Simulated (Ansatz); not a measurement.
# Si on Al(100): change of the work function, part 3 of 6

Wanted: Δφ(θ) for Si/Al(100), starting from the hollow site.

Ansatz 0.2.0; plane-wave DFT, LDA, Ansatz PAW.

So far, work function, upper face (eV): step 2 (the clean slab) 4.49; step 3 (65 atoms, coverage 0.0625 ML, cell 4x4) 4.61.

### 4. Adsorbate added, k-mesh 4×4×1, coverage 0.111 ML

System of this step: Si/Al(100). The cell holds 37 atoms: 36 Al and 1 Si. Cell: a = 8.591 Å, b = 8.591 Å, c = 25.471 Å, α = 90.0°, β = 90.0°, γ = 90.0°. Vacuum lies along c.

Another coverage, to see how the dipoles act on each other as their distance changes.

input.yaml reads:

```yaml
crystal:
  lattice:
    - [8.5913473914, 0.0, 0.0]
    - [0.0, 8.5913473914, 0.0]
    - [0.0, 0.0, 25.4709988244]
  atoms:
    - { symbol: Al, position: [0.1666666667, 0.1666666667, 0.3533430339] }
    - { symbol: Al, position: [0.0, 0.0, 0.4328452164] }
    - { symbol: Al, position: [0.1666666667, 0.1666666667, 0.5139455512] }
    - { symbol: Al, position: [0.0, 0.0, 0.5934962226] }
    - { symbol: Al, position: [0.1666666667, 0.5, 0.3533430339] }
    - { symbol: Al, position: [0.0, 0.3333333333, 0.4328452164] }
    - { symbol: Al, position: [0.1666666667, 0.5, 0.5139455512] }
    - { symbol: Al, position: [0.0, 0.3333333333, 0.5934962226] }
    - { symbol: Al, position: [0.1666666667, 0.8333333333, 0.3533430339] }
    - { symbol: Al, position: [0.0, 0.6666666667, 0.4328452164] }
    - { symbol: Al, position: [0.1666666667, 0.8333333333, 0.5139455512] }
    - { symbol: Al, position: [0.0, 0.6666666667, 0.5934962226] }
    - { symbol: Al, position: [0.5, 0.1666666667, 0.3533430339] }
    - { symbol: Al, position: [0.3333333333, 0.0, 0.4328452164] }
    - { symbol: Al, position: [0.5, 0.1666666667, 0.5139455512] }
    - { symbol: Al, position: [0.3333333333, 0.0, 0.5934962226] }
    - { symbol: Al, position: [0.5, 0.5, 0.3533430339] }
    - { symbol: Al, position: [0.3333333333, 0.3333333333, 0.4328452164] }
    - { symbol: Al, position: [0.5, 0.5, 0.5139455512] }
    - { symbol: Al, position: [0.3333333333, 0.3333333333, 0.5934962226] }
    - { symbol: Al, position: [0.5, 0.8333333333, 0.3533430339] }
    - { symbol: Al, position: [0.3333333333, 0.6666666667, 0.4328452164] }
    - { symbol: Al, position: [0.5, 0.8333333333, 0.5139455512] }
    - { symbol: Al, position: [0.3333333333, 0.6666666667, 0.5934962226] }
    - { symbol: Al, position: [0.8333333333, 0.1666666667, 0.3533430339] }
    - { symbol: Al, position: [0.6666666667, 0.0, 0.4328452164] }
    - { symbol: Al, position: [0.8333333333, 0.1666666667, 0.5139455512] }
    - { symbol: Al, position: [0.6666666667, 0.0, 0.5934962226] }
    - { symbol: Al, position: [0.8333333333, 0.5, 0.3533430339] }
    - { symbol: Al, position: [0.6666666667, 0.3333333333, 0.4328452164] }
    - { symbol: Al, position: [0.8333333333, 0.5, 0.5139455512] }
    - { symbol: Al, position: [0.6666666667, 0.3333333333, 0.5934962226] }
    - { symbol: Al, position: [0.8333333333, 0.8333333333, 0.3533430339] }
    - { symbol: Al, position: [0.6666666667, 0.6666666667, 0.4328452164] }
    - { symbol: Al, position: [0.8333333333, 0.8333333333, 0.5139455512] }
    - { symbol: Al, position: [0.6666666667, 0.6666666667, 0.5934962226] }
    - { symbol: Si, position: [0.1666666667, 0.1666666667, 0.6466569661] }
kpoints:
  mp_grid: { grid: [4, 4, 1] }
hamiltonian:
  xc: lda
scf:
  occupations: { method: fermi_dirac, width: 0.1 }
  convergence: { dr2_threshold: 1.0e-08 }
efield:
  axis: 3
  dipole_correction: true
  ramp_position: 0.97
  ramp_width: 0.06
relax:
  f_tol: 0.02
  max_steps: 60
  constraints:
    - { sites: [0, 1, 4, 5, 8, 9, 12, 13, 16, 17, 20, 21, 24, 25, 28, 29, 32, 33] }
output:
  bader: true
  write_potential: true
  write_density: true
  volumetric_format: npy
```

Started as:

```bash
$ ansatz run input.yaml --threads 4 --pin off --max-ram 6144MiB --backend cpu --events-out ev --progress --plain --runs-dir out
```

Numbers of over 12 decimals in the logs are rounded to 6 here.

Output:

```text
[...]
Crystal: 37 atoms, lattice volume = 1880.046 Å³
Basis set: ecut = 420 eV, 36813 PW (Γ)
Bands: 93, of which v1, the nominal top of the filled ones, is band 56 counted from 1 (55 counted from 0)
Symmetry: 8 space group operations
[...]
k-points: 6 of 16
[...]
SCF iter   1: F=—  HF=-19061.491246 eV  |F-HF|=—  |Δ(HF+E_count)|=         —  Δρ=2.53e-3  dr2=1.23e0  ethr=1.77e-3  p=-0.138 e·Å  D=-1.33e-2 V/Å  ΔV_dip=0.34 eV  dr2_dipole=2.38e-1  V_vac-E_F(+/−)=4.71/4.37 eV  ⟨swp⟩=9.8  Hψ=3364  notcnv=0  defer=3
[...]
SCF iter   8: F=-19061.396499 eV  HF=-19061.396499 eV  |F-HF|=1.63e-9  |Δ(HF+E_count)|=   2.60e-8  Δρ=1.76e-7  dr2=8.72e-10  ethr=8.93e-12  p=-0.070 e·Å  D=-6.71e-3 V/Å  ΔV_dip=0.17 eV  dr2_dipole=1.01e-11  V_vac-E_F(+/−)=4.68/4.51 eV  ⟨swp⟩=10.2  Hψ=3698  notcnv=0
SCF 1 converged in 8 iterations: F = -19061.396499 eV  dr2 = 8.72e-10
[...]
relax step   1: F+E_penalty+E_count = -19061.39649939 eV  Δ(F+E_penalty+E_count) = +0.000e0 eV  max|allowed force component| = 1.268e0 eV/Å  Δτ_max = 0.0000 Å  (8 SCF iters, accepted)
[...]
SCF iter   9: F=-19061.640942 eV  HF=-19061.640942 eV  |F-HF|=6.73e-10  |Δ(HF+E_count)|=   6.24e-9  Δρ=1.52e-7  dr2=1.41e-9  ethr=8.93e-12  p=-0.071 e·Å  D=-6.84e-3 V/Å  ΔV_dip=0.17 eV  dr2_dipole=7.64e-11  V_vac-E_F(+/−)=4.70/4.52 eV  ⟨swp⟩=10.2  Hψ=3463  notcnv=0
SCF 2 converged in 9 iterations: F = -19061.640942 eV  dr2 = 1.41e-9
[...]
relax step   2: F+E_penalty+E_count = -19061.64094215 eV  Δ(F+E_penalty+E_count) = -2.444e-1 eV  max|allowed force component| = 4.656e-1 eV/Å  Δτ_max = 0.1949 Å  (9 SCF iters, accepted)
SCF iter   1: F=—  HF=-19061.674413 eV  |F-HF|=—  |Δ(HF+E_count)|=         —  Δρ=6.35e-4  dr2=3.99e-2  ethr=5.84e-4  p=-0.071 e·Å  D=-6.84e-3 V/Å  ΔV_dip=0.17 eV  dr2_dipole=3.46e-4  V_vac-E_F(+/−)=4.69/4.52 eV  ⟨swp⟩=3.2  Hψ=1217  notcnv=0  defer=21
[...]
SCF iter   7: F=-19061.666808 eV  HF=-19061.666808 eV  |F-HF|=1.62e-9  |Δ(HF+E_count)|=   3.38e-8  Δρ=2.45e-7  dr2=3.88e-9  ethr=8.93e-12  p=-0.076 e·Å  D=-7.28e-3 V/Å  ΔV_dip=0.19 eV  dr2_dipole=6.09e-10  V_vac-E_F(+/−)=4.71/4.52 eV  ⟨swp⟩=10.2  Hψ=3623  notcnv=0
SCF 3 converged in 7 iterations: F = -19061.666808 eV  dr2 = 3.88e-9
[...]
relax step   3: F+E_penalty+E_count = -19061.66680777 eV  Δ(F+E_penalty+E_count) = -2.587e-2 eV  max|allowed force component| = 6.195e-2 eV/Å  Δτ_max = 0.0737 Å  (7 SCF iters, accepted)
[...]
relax step   4: F+E_penalty+E_count = -19061.66794645 eV  Δ(F+E_penalty+E_count) = -1.139e-3 eV  max|allowed force component| = 1.902e-2 eV/Å  Δτ_max = 0.0182 Å  (6 SCF iters, accepted)
SCF iter   1: F=—  HF=-19061.668986 eV  |F-HF|=—  |Δ(HF+E_count)|=         —  Δρ=1.73e-4  dr2=2.43e-3  ethr=1.55e-5  p=-0.078 e·Å  D=-7.50e-3 V/Å  ΔV_dip=0.19 eV  dr2_dipole=5.67e-5  V_vac-E_F(+/−)=4.71/4.52 eV  ⟨swp⟩=2.0  Hψ=1220  notcnv=0  defer=20
[...]
SCF iter   6: F=-19061.668538 eV  HF=-19061.668538 eV  |F-HF|=4.03e-9  |Δ(HF+E_count)|=   3.82e-8  Δρ=2.42e-7  dr2=1.76e-9  ethr=8.93e-12  p=-0.081 e·Å  D=-7.82e-3 V/Å  ΔV_dip=0.20 eV  dr2_dipole=1.16e-10  V_vac-E_F(+/−)=4.72/4.52 eV  ⟨swp⟩=9.5  Hψ=4187  notcnv=0
SCF 5 converged in 6 iterations: F = -19061.668538 eV  dr2 = 1.76e-9
[...]
relax step   5: F+E_penalty+E_count = -19061.66853802 eV  Δ(F+E_penalty+E_count) = -5.916e-4 eV  max|allowed force component| = 1.805e-2 eV/Å  Δτ_max = 0.0208 Å  (6 SCF iters, accepted)
[...]
SCF converged after 6 iterations
Free energy (F): -19061.668538 eV
[...]
Internal energy: -19061.168364 eV  (E = F + TS)
E sigma→0 (E₀):  -19061.418451 eV
Entropy (-TS):   -0.500174 eV (-13.518 meV/atom)
Fermi energy:    -0.562257 eV
Dipole field:    D = -0.007821 V/Å  (p = -0.081254 e·Å, saw-weighted, corrected)
Work function:   Φ+ = 4.7224 eV   Φ− = 4.5232 eV
[...]
--- Forces (eV/Å), atoms counted from 1 ---
  atom   1  Al    -0.00000000     0.00000000     0.05760308
  atom   2  Al    -0.03714390    -0.03714390    -0.02305635
  atom   3  Al     0.00000000     0.00000000    -0.01804663
  atom   4  Al     0.00367104     0.00367104     0.00097871
  atom   5  Al     0.00000000     0.03329467     0.02269488
  atom   6  Al    -0.03714390     0.03714390    -0.02305635
  atom   7  Al     0.00000000    -0.00018215     0.00274717
  atom   8  Al     0.00367104    -0.00367104     0.00097871
  atom   9  Al     0.00000000    -0.03329467     0.02269488
  atom  10  Al     0.06658204     0.00000000    -0.05265150
  atom  11  Al     0.00000000     0.00018215     0.00274717
  atom  12  Al    -0.00133011     0.00000000    -0.00036028
  atom  13  Al     0.03329467     0.00000000     0.02269488
  atom  14  Al     0.03714390    -0.03714390    -0.02305635
  atom  15  Al    -0.00018215     0.00000000     0.00274717
  atom  16  Al    -0.00367104     0.00367104     0.00097871
  atom  17  Al    -0.03345106    -0.03345106     0.05453063
  atom  18  Al     0.03714390     0.03714390    -0.02305635
  atom  19  Al     0.00132492     0.00132492     0.00009537
  atom  20  Al    -0.00367104    -0.00367104     0.00097871
  atom  21  Al    -0.03345106     0.03345106     0.05453063
  atom  22  Al    -0.06658204     0.00000000    -0.05265150
  atom  23  Al     0.00132492    -0.00132492     0.00009537
  atom  24  Al     0.00133011     0.00000000    -0.00036028
  atom  25  Al    -0.03329467     0.00000000     0.02269488
  atom  26  Al     0.00000000     0.06658204    -0.05265150
  atom  27  Al     0.00018215     0.00000000     0.00274717
  atom  28  Al     0.00000000    -0.00133011    -0.00036028
  atom  29  Al     0.03345106    -0.03345106     0.05453063
  atom  30  Al     0.00000000    -0.06658204    -0.05265150
  atom  31  Al    -0.00132492     0.00132492     0.00009537
  atom  32  Al     0.00000000     0.00133011    -0.00036028
  atom  33  Al     0.03345106     0.03345106     0.05453063
  atom  34  Al    -0.00000000     0.00000000    -0.05847778
  atom  35  Al    -0.00132492    -0.00132492     0.00009537
  atom  36  Al    -0.00000000     0.00000000     0.00060411
  atom  37  Si     0.00000000     0.00000000    -0.00252728
  max |Σ_I F_I| component: 9.30e-4 eV/Å
--- Band table (eV; the first three rows and the last of 6) ---
  k-point 0: bands = [... 52 lower, -0.8554, -0.8192, -0.7874, -0.7804, -0.7804, -0.6844, -0.6441, -0.6441, ... 33 higher]
  k-point 1: bands = [... 52 lower, -1.1194, -0.8487, -0.7186, -0.3854, -0.3091, -0.2716, -0.1884, -0.1318, ... 33 higher]
  k-point 2: bands = [... 52 lower, -1.3713, -0.8656, -0.7197, -0.5495, -0.1475, -0.1353, -0.0954, 0.2715, ... 33 higher]
  k-point 5: bands = [... 52 lower, -0.8480, -0.6075, -0.3429, -0.2152, -0.0557, -0.0419, 0.0193, 0.0281, ... 33 higher]
--- Relaxed structure (5 steps of the walk, 5 accepted, 0 SCFs on fresh bases) ---
  F+E_penalty+E_count = -19061.66853802 eV   max|allowed force component| = 1.805e-2 eV/Å
  atoms:
    - { symbol: Al, position: [0.166667, 0.166667, 0.3533430339] }
    - { symbol: Al, position: [1.6666659794015235e-11, 1.6666659794015235e-11, 0.432845] }
    - { symbol: Al, position: [0.166667, 0.166667, 0.512502] }
    - { symbol: Al, position: [-0.00412503, -0.00412503, 0.589950] }
    - { symbol: Al, position: [0.166667, 0.500000, 0.3533430339] }
    - { symbol: Al, position: [1.6666659794015235e-11, 0.333333, 0.432845] }
    - { symbol: Al, position: [0.166667, 0.497520, 0.511072] }
    - { symbol: Al, position: [-0.00412503, 0.337458, 0.589950] }
    - { symbol: Al, position: [0.166667, 0.833333, 0.3533430339] }
    - { symbol: Al, position: [1.6666659794015235e-11, 0.666667, 0.432845] }
    - { symbol: Al, position: [0.166667, 0.835814, 0.511072] }
    - { symbol: Al, position: [-0.00108501, 0.666667, 0.587811] }
    - { symbol: Al, position: [0.500000, 0.166667, 0.3533430339] }
    - { symbol: Al, position: [0.333333, 1.6666659794015235e-11, 0.432845] }
    - { symbol: Al, position: [0.497520, 0.166667, 0.511072] }
    - { symbol: Al, position: [0.337458, -0.00412503, 0.589950] }
    - { symbol: Al, position: [0.500000, 0.500000, 0.3533430339] }
    - { symbol: Al, position: [0.333333, 0.333333, 0.432845] }
    - { symbol: Al, position: [0.500388, 0.500388, 0.508989] }
    - { symbol: Al, position: [0.337458, 0.337458, 0.589950] }
    - { symbol: Al, position: [0.500000, 0.833333, 0.3533430339] }
    - { symbol: Al, position: [0.333333, 0.666667, 0.432845] }
    - { symbol: Al, position: [0.500388, 0.832945, 0.508989] }
    - { symbol: Al, position: [0.334418, 0.666667, 0.587811] }
    - { symbol: Al, position: [0.833333, 0.166667, 0.3533430339] }
    - { symbol: Al, position: [0.666667, 1.6666659794015235e-11, 0.432845] }
    - { symbol: Al, position: [0.835814, 0.166667, 0.511072] }
    - { symbol: Al, position: [0.666667, -0.00108501, 0.587811] }
    - { symbol: Al, position: [0.833333, 0.500000, 0.3533430339] }
    - { symbol: Al, position: [0.666667, 0.333333, 0.432845] }
    - { symbol: Al, position: [0.832945, 0.500388, 0.508989] }
    - { symbol: Al, position: [0.666667, 0.334418, 0.587811] }
    - { symbol: Al, position: [0.833333, 0.833333, 0.3533430339] }
    - { symbol: Al, position: [0.666667, 0.666667, 0.432845] }
    - { symbol: Al, position: [0.832945, 0.832945, 0.508989] }
    - { symbol: Al, position: [0.666667, 0.666667, 0.586689] }
    - { symbol: Si, position: [0.166667, 0.166667, 0.648781] }
--- Bader charges: 37 sites ---
  site symbol  charge [e]  shift [e]
     0     Al      0.0268     0.0000
     1     Al     -0.0138     0.0000
     2     Al      0.0053     0.0000
     3     Al      0.3609     0.0018
     4     Al      0.0132     0.0000
     5     Al     -0.0139     0.0000
     6     Al     -0.0409     0.0000
     7     Al      0.3609     0.0018
     8     Al      0.0132     0.0000
     9     Al      0.0016     0.0000
    10     Al     -0.0409     0.0000
    11     Al     -0.0002     0.0000
    12     Al      0.0132     0.0000
    13     Al     -0.0138     0.0000
    14     Al     -0.0409     0.0000
    15     Al      0.3609     0.0018
    16     Al      0.0092     0.0000
    17     Al     -0.0138     0.0000
    18     Al      0.0032     0.0000
    19     Al      0.3609     0.0018
    20     Al      0.0092     0.0000
    21     Al      0.0016     0.0000
    22     Al      0.0032     0.0000
    23     Al     -0.0002     0.0000
    24     Al      0.0132     0.0000
    25     Al      0.0016     0.0000
    26     Al     -0.0409     0.0000
    27     Al     -0.0002     0.0000
    28     Al      0.0092     0.0000
    29     Al      0.0016     0.0000
    30     Al      0.0032     0.0000
    31     Al     -0.0002     0.0000
    32     Al      0.0092     0.0000
    33     Al     -0.0330     0.0000
    34     Al      0.0032     0.0000
    35     Al      0.0071     0.0000
    36     Si     -1.3392     0.0072
  estimated error of the sums over rays = 6.3e-4 e
```

It took 2.7 min on 4 threads of Arm Neoverse V2, shared host; peak memory 3.1 GiB.

Step by step:

| step | energy less that of the first step (eV) | largest force component (eV/Å) |
| --- | --- | --- |
| 1 | 0.0000 | 1.2680 |
| 2 | -0.2444 | 0.4656 |
| 3 | -0.2703 | 0.0620 |
| 4 | -0.2714 | 0.0190 |
| 5 | -0.2720 | 0.0180 |

Forces are held to the 8 operations that the run works with; a distortion that breaks them can't arise in this run.

The atoms that moved most (Å):

| atom | dx | dy | dz | length |
| --- | --- | --- | --- | --- |
| Al36 | 0.000 | 0.000 | -0.173 | 0.173 |
| Al12 | -0.009 | 0.000 | -0.145 | 0.145 |
| Al28 | 0.000 | -0.009 | -0.145 | 0.145 |
| Al24 | 0.009 | 0.000 | -0.145 | 0.145 |
| Al32 | 0.000 | 0.009 | -0.145 | 0.145 |
| Al19 | 0.003 | 0.003 | -0.126 | 0.126 |
| Al31 | -0.003 | 0.003 | -0.126 | 0.126 |
| Al23 | 0.003 | -0.003 | -0.126 | 0.126 |

The relaxed structure:

```xyz
37
Lattice="8.5913 0.0000 0.0000 0.0000 8.5913 0.0000 0.0000 0.0000 25.4710" Properties=species:S:1:pos:R:3
Al    1.4319    1.4319    9.0000
Al    0.0000    0.0000   11.0250
Al    1.4319    1.4319   13.0539
Al   -0.0354   -0.0354   15.0266
Al    1.4319    4.2957    9.0000
Al    0.0000    2.8638   11.0250
Al    1.4319    4.2744   13.0175
Al   -0.0354    2.8992   15.0266
Al    1.4319    7.1595    9.0000
Al    0.0000    5.7276   11.0250
Al    1.4319    7.1808   13.0175
Al   -0.0093    5.7276   14.9721
Al    4.2957    1.4319    9.0000
Al    2.8638    0.0000   11.0250
Al    4.2744    1.4319   13.0175
Al    2.8992   -0.0354   15.0266
Al    4.2957    4.2957    9.0000
Al    2.8638    2.8638   11.0250
Al    4.2990    4.2990   12.9645
Al    2.8992    2.8992   15.0266
Al    4.2957    7.1595    9.0000
Al    2.8638    5.7276   11.0250
Al    4.2990    7.1561   12.9645
Al    2.8731    5.7276   14.9721
Al    7.1595    1.4319    9.0000
Al    5.7276    0.0000   11.0250
Al    7.1808    1.4319   13.0175
Al    5.7276   -0.0093   14.9721
Al    7.1595    4.2957    9.0000
Al    5.7276    2.8638   11.0250
Al    7.1561    4.2990   12.9645
Al    5.7276    2.8731   14.9721
Al    7.1595    7.1595    9.0000
Al    5.7276    5.7276   11.0250
Al    7.1561    7.1561   12.9645
Al    5.7276    5.7276   14.9436
Si    1.4319    1.4319   16.5251
```

This step gave:

| Quantity | Value |
| --- | --- |
| energy at zero smearing | -19061.4185 eV |
| work function, upper face | 4.722 eV |
| work function, lower face | 4.523 eV |
| dipole along the normal | -0.08125 e·Å |
| step between the vacuum levels | 0.1992 eV |

The relaxation took 5 steps and lowered the energy by 0.27 eV; the largest force on the free atoms ends at 0.018 eV/Å.

The covered face has 4.72 eV, +0.23 eV against the clean one; the bare back face has moved by +0.03 eV, a measure of how thin the slab is.

### 5. Adsorbate added, k-mesh 5×5×1, coverage 0.25 ML

System of this step: Si/Al(100). The cell holds 17 atoms: 16 Al and 1 Si. Cell: a = 5.728 Å, b = 5.728 Å, c = 25.471 Å, α = 90.0°, β = 90.0°, γ = 90.0°. Vacuum lies along c.

Another coverage, to see how the dipoles act on each other as their distance changes.

input.yaml reads:

```yaml
crystal:
  lattice:
    - [5.7275649276, 0.0, 0.0]
    - [0.0, 5.7275649276, 0.0]
    - [0.0, 0.0, 25.4709988244]
  atoms:
    - { symbol: Al, position: [0.25, 0.25, 0.3533430339] }
    - { symbol: Al, position: [0.0, 0.0, 0.4328452164] }
    - { symbol: Al, position: [0.25, 0.25, 0.5139455512] }
    - { symbol: Al, position: [0.0, 0.0, 0.5934962226] }
    - { symbol: Al, position: [0.25, 0.75, 0.3533430339] }
    - { symbol: Al, position: [0.0, 0.5, 0.4328452164] }
    - { symbol: Al, position: [0.25, 0.75, 0.5139455512] }
    - { symbol: Al, position: [0.0, 0.5, 0.5934962226] }
    - { symbol: Al, position: [0.75, 0.25, 0.3533430339] }
    - { symbol: Al, position: [0.5, 0.0, 0.4328452164] }
    - { symbol: Al, position: [0.75, 0.25, 0.5139455512] }
    - { symbol: Al, position: [0.5, 0.0, 0.5934962226] }
    - { symbol: Al, position: [0.75, 0.75, 0.3533430339] }
    - { symbol: Al, position: [0.5, 0.5, 0.4328452164] }
    - { symbol: Al, position: [0.75, 0.75, 0.5139455512] }
    - { symbol: Al, position: [0.5, 0.5, 0.5934962226] }
    - { symbol: Si, position: [0.25, 0.25, 0.6466569661] }
kpoints:
  mp_grid: { grid: [5, 5, 1] }
hamiltonian:
  xc: lda
scf:
  occupations: { method: fermi_dirac, width: 0.1 }
  convergence: { dr2_threshold: 1.0e-08 }
efield:
  axis: 3
  dipole_correction: true
  ramp_position: 0.97
  ramp_width: 0.06
relax:
  f_tol: 0.02
  max_steps: 60
  constraints: [{ sites: [0, 1, 4, 5, 8, 9, 12, 13] }]
output:
  bader: true
  dos: { projected: true, e_range: [-8, 4] }
  write_potential: true
  write_density: true
  volumetric_format: npy
  elf: true
```

Output:

```text
[...]
Crystal: 17 atoms, lattice volume = 835.576 Å³
Basis set: ecut = 420 eV, 16417 PW (Γ)
Bands: 43, of which v1, the nominal top of the filled ones, is band 26 counted from 1 (25 counted from 0)
Symmetry: 8 space group operations
[...]
k-points: 6 of 25
[...]
2     Al     -0.0106     0.0000
     3     Al      0.3454     0.0018
     4     Al     -0.0047     0.0000
     5     Al     -0.0016     0.0000
     6     Al     -0.0124     0.0000
     7     Al      0.3454     0.0018
[...]
13     Al     -0.0016     0.0000
    14     Al      0.0223     0.0000
    15     Al      0.3454     0.0018
    16     Si     -1.3780     0.0072
  estimated error of the sums over rays = 6.2e-4 e
[key lines of the parts left out:]
SCF converged after 6 iterations
Free energy (F): -8809.711518 eV
Fermi energy:    -0.474572 eV
Dipole field:    D = -0.015965 V/Å  (p = -0.073723 e·Å, saw-weighted, corrected)
Work function:   Φ+ = 4.9287 eV   Φ− = 4.5220 eV
```

Elapsed: 46 s, on 4 threads; peak memory 1.1 GiB.

Relaxation path:

| step | energy less that of the first step (eV) | largest force component (eV/Å) |
| --- | --- | --- |
| 1 | 0.0000 | 1.1993 |
| 2 | -0.1347 | 0.4074 |
| 3 | -0.1531 | 0.0393 |
| 4 | -0.1547 | 0.0093 |

The run keeps the 8 symmetry operations that it works with, so distortions that break them were not tested.

The atoms that moved most (Å):

| atom | dx | dy | dz | length |
| --- | --- | --- | --- | --- |
| Si17 | 0.000 | 0.000 | 0.172 | 0.172 |
| Al3 | 0.000 | 0.000 | 0.094 | 0.094 |
| Al4 | -0.038 | -0.038 | 0.056 | 0.078 |
| Al8 | -0.038 | 0.038 | 0.056 | 0.078 |
| Al12 | 0.038 | -0.038 | 0.056 | 0.078 |
| Al16 | 0.038 | 0.038 | 0.056 | 0.078 |
| Al15 | 0.000 | 0.000 | -0.071 | 0.071 |
| Al11 | 0.000 | 0.000 | 0.058 | 0.058 |

Final coordinates:

```
Al Si
1.0
     5.72756    0.00000    0.00000
     0.00000    5.72756    0.00000
     0.00000    0.00000   25.47100
Al Si
16 1
Direct
  0.25000 0.25000 0.35334
  0.00000 0.00000 0.43285
  0.25000 0.25000 0.51765
  0.99333 0.99333 0.59569
  0.25000 0.75000 0.35334
  0.00000 0.50000 0.43285
  0.25000 0.75000 0.51622
  0.99333 0.50667 0.59569
  0.75000 0.25000 0.35334
  0.50000 0.00000 0.43285
  0.75000 0.25000 0.51622
  0.50667 0.99333 0.59569
  0.75000 0.75000 0.35334
  0.50000 0.50000 0.43285
  0.75000 0.75000 0.51117
  0.50667 0.50667 0.59569
  0.25000 0.25000 0.65340
```

The relaxation took 4 steps and lowered the energy by 0.15 eV; the largest force on the free atoms ends at 0.0093 eV/Å.

By hand: a sheet of dipoles makes a step −p/(ε₀A) in the electron's potential. With e/ε₀ = 180.95 V·Å, p = -0.07372 e·Å and A = 32.80 Å², that is −180.95 × (-0.07372) / 32.80 = +0.407 eV, and the two vacuum levels of the run differ by +0.407 eV.

The covered face has 4.93 eV, +0.44 eV against the clean one; the bare back face has moved by +0.03 eV, a measure of how thin the slab is.

(Continued in part 4 of 6.)

[Logs are printed without paths, hosts, clocks, repeated set-up lines and the standing remarks that a program may print on its own settings, such as how far it seeks lower states.]

[Hosts, paths, dates, database ids (printed as entryN), source tags and the programs' standing remarks are cut or masked in the printed files.]

[Maps of the electrostatic potential energy from Ansatz leave out the sawtooth potential of an applied field or a dipole correction, so their vacuum need not be flat; planar profiles and work functions include it.]
